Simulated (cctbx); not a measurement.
# Solving a structure by charge flipping

Cell a = 6.7600 Å, b = 7.0100 Å, c = 7.0600 Å, α = 90.00°, β = 114.41°, γ = 90.00°; space group P2_1/c (no. 14); content W4 Sb8.

The data are simulated with cctbx, not measured: Mo Kα, λ = 0.71073 Å, to d = 0.84 Å, 80 % of the full sphere, strongest reflection 70000 counts, noise from counting, a 3 % proportional error and a noise floor of 15 counts (s.d.); no absorption.

Charge flipping in P1 on normalised amplitudes to 0.84 Å, δ = 1.1 σ, 30 % of the reflections treated as weak, 150 cycles:

```text
cycle      R  skewness
    0  0.595     0.27
   12  0.507     1.88
   24  0.471     3.10
   36  0.492     2.70
   48  0.496     2.77
   60  0.491     2.86
   72  0.481     2.83
   84  0.487     3.00
   96  0.486     3.06
  108  0.476     2.84
  120  0.470     2.94
  132  0.474     2.74
  144  0.485     2.84
origin shift          correlation  skewness
 0.455  0.398  0.404      0.850      1.61
 0.212  0.397  0.164      0.853      1.91
 0.312  0.400  0.078      0.837      1.48
 0.068  0.401  0.333      0.819      1.16
taken: symmetry correlation 0.853, skewness 1.91
peak      x       y       z  mult  height/sigma
Q1    0.2630  0.0025  0.7781    4     10.8
Q2    0.1754  0.6242  0.8745    4      6.7
Q3    0.3672  0.1351  0.1798    4      4.1
Q4    0.0962  0.2426  0.1669    4      4.0
Q5    0.1689  0.1317  0.3778    4      3.3
Q6    0.3319  0.6916  0.0669    4      3.0
Q7    0.4386  0.6385  0.7186    4      2.8
Q8    0.2713  0.6376  0.5201    4      2.6
```

The origin is taken among those within 0.04 of the best correlation, by the skewness of the map.

Run time: 0.35 s on 1 thread of Arm Neoverse V2 (shared host), peak memory 0.08 GiB.

Q: Assign the peaks.

Heights go roughly as Z and multiplicities must add up to the content. First model: Q1 = W1 (4 in the cell, height 10.8), Q2 = Sb1 (4 in the cell, height 6.7) and Q3 = Sb2 (4 in the cell, height 4.1). Against the true structure, Q1 is W, Q2 is Sb and Q3 is Sb; the other peaks are not atoms.

Least squares on F², isotropic:

```text
Rint 0.021, 532 unique reflections to 0.84 A
cycle     R1     wR2    GooF  max shift (A)
   1  0.5455  0.8493  35.133   0.19587
   3  0.0094  0.0226   0.934   0.00000
final R1 0.0094 wR2 0.0226 GooF 0.934  parameters 12  data/parameter 44.3
atom        x        y        z      Ueq    occ   su(xyz)  su(Uiso or U11)
W1     0.28326  0.00333  0.79549   0.0027  1.000  0.00002  0.0001
Sb1    0.15480  0.62074  0.86657   0.0029  1.000  0.00004  0.0001
Sb2    0.34110  0.14190  0.18377   0.0038  1.000  0.00004  0.0001
difference map: max 0.73 min -0.81 rms 0.20
Q1    0.0776  0.5375  0.8641    4    0.75  0.78 A from Sb1
Q2    0.1435  0.7025  0.6346    4    0.69  1.71 A from Sb1
Q3    0.2196  0.0574  0.5338    4    0.66  1.65 A from Sb1
Q4    0.1306  0.2145  0.1235    4    0.63  1.40 A from Sb2
Q5    0.2532  0.1885  0.6917    4    0.59  1.34 A from Sb2
```

Anisotropic refinement:

```text
Rint 0.021, 532 unique reflections to 0.84 A
cycle     R1     wR2    GooF  max shift (A)
   1  0.0099  0.0237   0.997   0.00006
   2  0.0094  0.0224   0.940   0.00000
final R1 0.0094 wR2 0.0224 GooF 0.940  parameters 27  data/parameter 19.7
atom        x        y        z      Ueq    occ   su(xyz)  su(Uiso or U11)
W1     0.28326  0.00333  0.79549   0.0027  1.000  0.00002  0.0001
Sb1    0.15480  0.62074  0.86656   0.0029  1.000  0.00004  0.0001
Sb2    0.34109  0.14191  0.18377   0.0038  1.000  0.00004  0.0001
difference map: max 0.70 min -0.81 rms 0.20
Q1    0.0748  0.5376  0.8616    4    0.72  0.79 A from Sb1
Q2    0.1444  0.7014  0.6346    4    0.70  1.71 A from Sb1
Q3    0.2196  0.0561  0.5357    4    0.63  1.65 A from Sb1
Q4    0.1469  0.2237  0.1310    4    0.62  1.34 A from Sb2
Q5    0.2522  0.1924  0.6901    4    0.60  1.32 A from Sb2
Q6    0.2515  0.1571  0.5362    4    0.59  1.71 A from Sb2
```

**Reading.** The refinement ends at R1 = 0.0094, wR2 = 0.0224, GooF = 0.94, with difference density between -0.81 and 0.70 e/Å³. Every site matches the true model in element, within 0.001 Å r.m.s., up to an allowed shift of origin.

True model:

```csv
atom,mult.,x,y,z,Ueq (Å²)
W1,4,0.2833,0.4967,0.7955,0.0027
Sb1,4,0.1548,0.8793,0.8666,0.0029
Sb2,4,0.3411,0.1419,0.6838,0.0038
```

The model is made up (kin elements in a known structure type, no relaxation), so it says nothing on whether the phase exists.

[Middle refinement cycles are left out of these outputs.]

[Logs are printed without paths, hosts, clocks, repeated set-up lines and the standing remarks that a program may print on its own settings, such as how far it seeks lower states.]
